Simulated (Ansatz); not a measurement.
# YAlBMo, from a guessed structure to a relaxed one, part 2 of 2

This structure for YAlBMo is made up. Its elements were placed in a known structure type with a cell scaled to their sizes. What cell does the guess relax to, and how far off was it?

Ansatz 0.2.0; DFT, PBE, plane-wave PAW, files of the set soft_1, scalar-relativistic, no spin, cell and ions relaxed at zero pressure; PAW set soft_1 (the session's first sound run).

So far: The structure; Relaxation of the guess. The relaxed cell has a, b, c = 3.631, 3.500, 10.360 Å (conventional setting).

## (3) Bands of the relaxed cell

A second self-consistent run takes a narrower smearing and the mesh shown in its input; the bands follow along the standard path of the relaxed lattice.

This step: DFT, PBE, plane-wave PAW, files of the set soft_1, scalar-relativistic, no spin, bands and density of states at the relaxed cell; PAW set soft_1 (Ansatz 0.2.0).

The input, input.yaml:

```yaml
crystal:
  lattice:
    - [3.6310602717, 0.0, 0.0]
    - [0.0, 1.7497577973, 5.1797906644]
    - [0.0, -1.7497577973, 5.1797906644]
  atoms:
    - { symbol: Mo, position: [0.5, 0.8740092904, 0.8740092904] }
    - { symbol: "Y", position: [0.0, 0.1507958732, 0.1507958732] }
    - { symbol: Al, position: [0.0, 0.4258788167, 0.4258788167] }
    - { symbol: B, position: [0.5, 0.5391160197, 0.5391160197] }
kpoints:
  mp_grid: { grid: [8, 10, 10] }
  band_path:
    path:
      - [[0.0, 0.0, 0.0], [0.0, 0.27852801, -0.27852801], [0.0, 0.0, -0.5], [-0.5, 0.0, -0.5], [-0.5, 0.27852801, -0.27852801], [-0.5, 0.0, 0.0], [0.0, 0.0, 0.0], [0.0, -0.5, -0.5], [0.0, -0.27852801, -0.72147199], [-0.5, -0.27852801, -0.72147199], [-0.5, -0.5, -0.5], [0.0, -0.5, -0.5]]
      - [[-0.5, 0.0, 0.0], [-0.5, -0.5, -0.5]]
    npoints: 6
scf:
  occupations: { method: fermi_dirac, width: 0.03 }
  n_extra_bands: 8
hamiltonian:
  xc: pbe
  pseudopotentials: { kind: paw, azcp: { folder: soft_1 } }
output:
  forces: true
  stress: true
  write_bands: true
  dos: { projected: true }
  write_density: true
  write_potential: true
  elf: true
  volumetric_format: npy
```

Command:

```bash
ansatz run input.yaml --threads 4 --pin off --max-ram 8192MiB --backend cpu --events-out ev --progress --plain --runs-dir out
```

Numbers of over 12 decimals in the logs are rounded to 6 here.

The log of the run:

```text
[...]
Crystal: 4 atoms, lattice volume = 65.819 Å³
Basis set: ecut = 420 eV, 1261 PW (Γ), exchange–correlation on 50×80×80 points (8 copies of the dense FFT grid, shifted against one another)
Bands: 24, of which v1, the nominal top of the filled ones, is band 16 counted from 1 (15 counted from 0)
Symmetry: 4 space group operations
[...]
k-points: 155 of 800 (time reversal used)
[...]
SCF iter   1: F=—  HF=-9505.971145 eV  |F-HF|=—  |Δ(HF+E_count)|=         —  Δρ=1.59e-1  dr2=4.64e1  ethr=3.10e-3  ⟨swp⟩=6.0  Hψ=17531  notcnv=0
[...]
SCF iter  10: F=-9498.706393 eV  HF=-9498.706393 eV  |F-HF|=8.33e-10  |Δ(HF+E_count)|=   1.32e-9  Δρ=1.19e-6  dr2=1.67e-9  ethr=7.67e-11  ⟨swp⟩=5.0  Hψ=16510  notcnv=0
SCF 1 converged in 10 iterations: F = -9498.706393 eV  dr2 = 1.67e-9
[...]
NSCF: frozen V_eff on 74 k-points
SCF converged after 10 iterations
Free energy (F): -9498.706393 eV
[...]
Internal energy: -9498.701102 eV  (E = F + TS)
E sigma→0 (E₀):  -9498.703747 eV
Entropy (-TS):   -0.005291 eV (-1.323 meV/atom)
Fermi energy:    12.091998 eV
[...]
--- Forces (eV/Å), atoms counted from 1 ---
  atom   1  Mo     0.00000000     0.00000000    -0.01972780
  atom   2  Y      0.00000000     0.00000000     0.01997256
  atom   3  Al     0.00000000     0.00000000     0.00886529
  atom   4  B      0.00000000     0.00000000    -0.00912825
  max |Σ_I F_I| component: 1.82e-5 eV/Å
--- Stress (GPa, compression-positive) ---
       -0.132967       0.000000       0.000000
        0.000000      -0.016406       0.000000
        0.000000       0.000000       0.110478
  P = ⅓ Tr σ = -0.0130 GPa (-0.130 kbar)
--- Band table (eV; the first three rows and the last of 155) ---
  k-point 0: bands = [... 12 lower, 10.7477, 10.7699, 12.2910, 12.4378, 13.4552, 13.8116, 13.9489, 16.2505, ... 4 higher]
  k-point 1: bands = [... 12 lower, 10.4151, 11.2826, 12.0032, 12.6087, 13.5105, 13.6799, 13.8244, 16.4142, ... 4 higher]
  k-point 2: bands = [... 12 lower, 10.3318, 11.4521, 11.6908, 12.6221, 13.3576, 13.6440, 13.8708, 16.6307, ... 4 higher]
  k-point 154: bands = [... 12 lower, 10.9395, 11.2045, 11.4089, 12.0792, 13.5884, 13.7410, 14.4388, 14.5899, ... 4 higher]
```

Run time: 11 s. Hardware: 4 threads of Arm Neoverse V2, shared host; peak memory 0.54 GiB; 41 s of CPU time.

In the SCF lines HF is the Harris–Foulkes energy and dr2 the Hartree energy of the density residual, in eV; the loop may stop once dr2 is under the threshold and the program's other checks hold. Hψ counts applications of the Hamiltonian.

Numbers from this step:

```
free energy             : -9498.7064 eV
energy at zero smearing : -9498.7037 eV
smearing term TS        : 0.005291 eV
Fermi energy            : 12.09 eV
pressure                : -0.01296 GPa
```

From bands.tsv, the bands that come nearest the Fermi level along the path, at its corners, in eV from the Fermi level:

| point | band 12 | band 13 | band 14 | band 15 | band 16 | band 17 | band 18 | band 19 |
| --- | --- | --- | --- | --- | --- | --- | --- | --- |
| Γ | -1.69 | -1.34 | -1.32 | 0.20 | 0.35 | 1.36 | 1.72 | 1.86 |
| X | -2.44 | -1.88 | -1.13 | -0.04 | 0.28 | 0.95 | 1.16 | 1.96 |
| S | -2.42 | -1.87 | -1.39 | -0.11 | 0.38 | 0.86 | 1.38 | 1.84 |
| R | -2.23 | -1.90 | -1.53 | -0.60 | -0.46 | 1.60 | 1.73 | 3.94 |
| A | -2.45 | -1.93 | -1.43 | -0.54 | -0.36 | 1.55 | 1.69 | 3.71 |
| Z | -1.66 | -1.38 | -1.33 | -0.95 | -0.33 | 1.42 | 2.36 | 3.23 |
| Γ | -1.69 | -1.34 | -1.32 | 0.20 | 0.35 | 1.36 | 1.72 | 1.86 |
| Y | -1.64 | -1.44 | -1.42 | 0.16 | 0.17 | 1.20 | 1.21 | 3.04 |
| X1 | -2.44 | -1.88 | -1.13 | -0.04 | 0.28 | 0.95 | 1.16 | 1.96 |
| A1 | -2.45 | -1.93 | -1.43 | -0.54 | -0.36 | 1.55 | 1.69 | 3.71 |
| T | -2.71 | -1.15 | -0.89 | -0.68 | -0.01 | 1.50 | 1.65 | 2.35 |
| Y | -1.64 | -1.44 | -1.42 | 0.16 | 0.17 | 1.20 | 1.21 | 3.04 |
| Z | -1.66 | -1.38 | -1.33 | -0.95 | -0.33 | 1.42 | 2.36 | 3.23 |
| T | -2.71 | -1.15 | -0.89 | -0.68 | -0.01 | 1.50 | 1.65 | 2.35 |

States per cell as run, both spins, in windows of 1 eV, from dos.tsv (zero at the Fermi level):

| from | to | total |
| --- | --- | --- |
| -8 | -7 | 1.12 |
| -7 | -6 | 0.25 |
| -6 | -5 | 0.66 |
| -5 | -4 | 1.33 |
| -4 | -3 | 1.28 |
| -3 | -2 | 2.31 |
| -2 | -1 | 4.18 |
| -1 | 0 | 3.26 |
| 0 | 1 | 1.15 |
| 1 | 2 | 2.98 |
| 2 | 3 | 2.37 |
| 3 | 4 | 1.74 |
| 4 | 5 | 2.81 |

A further 16.6 states lie below the table's range.

ELF in the ac plane of the conventional cell at fractional y = 0.000, with atoms of Mo and Y and Al and B within 0.2 Å of it. It is the smooth field of the valence electrons, not physical close to the nuclei.

Ten even steps from '0' (0.06) to '9' (0.83), each cell a mean:
```
44322222222344
64223677653235
54125765774124
54125776774124
54223566642235
44321111112344
22333333333332
11246777765321
12468899987531
34689866788753
56898510279875
45899520379975
01478766788630
40146665666300
00356554566420
45677655567764
34556666666544
22112455532122
88631122201478
79972000004898
68982000004997
99841011002699
54211233211134
11122222222211
```
Columns run along a (3.6 Å), rows up along c (10.4 Å), edges of the conventional cell, whose origin can differ from the input's. Atoms in or near the plane, at fractional coordinates: Mo at (0.50, 0.87), Y at (0.00, 0.15), Al at (0.00, 0.43), B at (0.50, 0.54).

Electrostatic potential energy in the ac plane of the conventional cell at fractional y = 0.000, with atoms of Mo and Y and Al and B within 0.2 Å of it. With pseudopotentials it is smooth inside the atoms' cores, unlike the true potential.

Ten even steps from '_' (-46 eV) to '@' (16 eV), each cell a mean:
```
@@@@@@@@%%%%##**##%%@@@@@@@@
@@@@@@%%**--......==##%%@@@@
@@@@%%##--__________==%%@@@@
@@@@@@##--________..++%%@@@@
@@@@@@%%##==--::--++##@@@@@@
@@@@@@@@@@%%%%%%%%%%@@@@@@@@
@@@@@@@@@@@@@@@@@@@@@@@@@@@@
@@@@@@@@@@@@@@@@@@@@@@@@@@@@
@@@@@@@@@@@@@@@@@@@@@@@@@@@@
@@@@@@@@@@##**++**%%@@@@@@@@
@@@@@@@@##==::::::++%%@@@@@@
####%%%%##==::::--**%%%%%%##
%%######%%%%######%%%%####%%
@@@@####%%@@@@@@@@@@%%**%%@@
%%%%####@@@@@@@@@@@@%%####%%
####%%@@@@@@@@@@@@@@@@%%####
%%%%@@@@@@@@@@@@@@@@@@@@@@%%
##%%%%@@@@@@@@@@@@@@@@%%%%%%
--==++##%%@@@@@@@@@@%%##++--
____::++##%%@@@@@@%%##--..__
____..==##%%@@@@@@%%**--____
..::==**%%@@@@@@@@@@%%++--..
**##%%%%@@@@@@@@@@@@@@%%##**
@@@@@@@@@@@@@@@@@@@@@@@@@@@@
```
Columns run along a (3.6 Å; values clipped at the 3rd and 97th percentile), rows up along c (10.4 Å), edges of the conventional cell, whose origin can differ from the input's. Atoms in or near the plane, at fractional coordinates: Mo at (0.50, 0.87), Y at (0.00, 0.15), Al at (0.00, 0.43), B at (0.50, 0.54).

Valence density in the ac plane of the conventional cell at fractional y = 0.000, with atoms of Mo and Y and Al and B within 0.2 Å of it. It is the smooth field of the valence electrons, not physical close to the nuclei.

Ten steps, logarithmic in the rise over the least value, from '_' (0.1 e/Å³) to '@' (6.9 e/Å³), each cell a mean:
```
::::::::--====++==----::::::
::::::--++##%%%%%%**++--::::
::::--==##@@@@@@@@%%**--::::
::::::==**%%@@@@@@%%**--::::
....::--==**######++==::::..
........::::------::::......
____....................____
____....................____
........::::----::::::......
....::::--========----::::..
::::----==============--::::
::::----==============----::
....::--============----::..
____::----------------::..__
__..::::::::::::::::::::::..
::::::::::::::::::::::::::::
::::::::::..........::::::::
----::::..............::::--
##**++--::..______..::==****
%%%%##++--..______..==**%%%%
%%%%##**--..______..==**%%%%
####**==::..........--++####
====--::............::::--==
::::..::::::::::::::::....::
```
Columns run along a (3.6 Å), rows up along c (10.4 Å), edges of the conventional cell, whose origin can differ from the input's. Atoms in or near the plane, at fractional coordinates: Mo at (0.50, 0.87), Y at (0.00, 0.15), Al at (0.00, 0.43), B at (0.50, 0.54).

## (4) Summary of results

| Quantity | Value |
| --- | --- |
| space group, relaxed | Amm2 |
| conventional cell | a = 3.631, b = 3.500, c = 10.360 Å; α = 90.0°, β = 90.0°, γ = 90.0° |
| volume per atom | 16.45 Å³ (guess 15.51) |

YAlBMo relaxes to Amm2 with a = 3.631, b = 3.500 and c = 10.360 Å. The guessed volume was 6 % too small. The space group Amm2 was held in the relaxation, so the end point is a stationary structure within it and may be a saddle against distortions or other arrangements. Bands cross the Fermi level, so it is a metal or semimetal at this level. The electron count is odd, which forces that without spin polarisation or a larger cell. On the 8×10×10 mesh with the narrower smearing (relaxed on 8×8×8) the largest force component is 0.020 eV/Å and the largest stress component is 0.133 GPa, against the relaxation's thresholds of 0.015 eV/Å and 0.05 GPa. The cutoff wasn't tested. A vector of the cell changed its length by 9 %, more than the volume shows. No dispersion term is used, so weakly bound directions may come out too long. The runs have no spin, and magnetism wasn't tested. Nothing here tests whether the compound is stable against decomposition.

[Logs are printed without paths, hosts, clocks, repeated set-up lines and the standing remarks that a program may print on its own settings, such as how far it seeks lower states.]

[Hosts, paths, dates, database ids (printed as entryN), source tags and the programs' standing remarks are cut or masked in the printed files.]
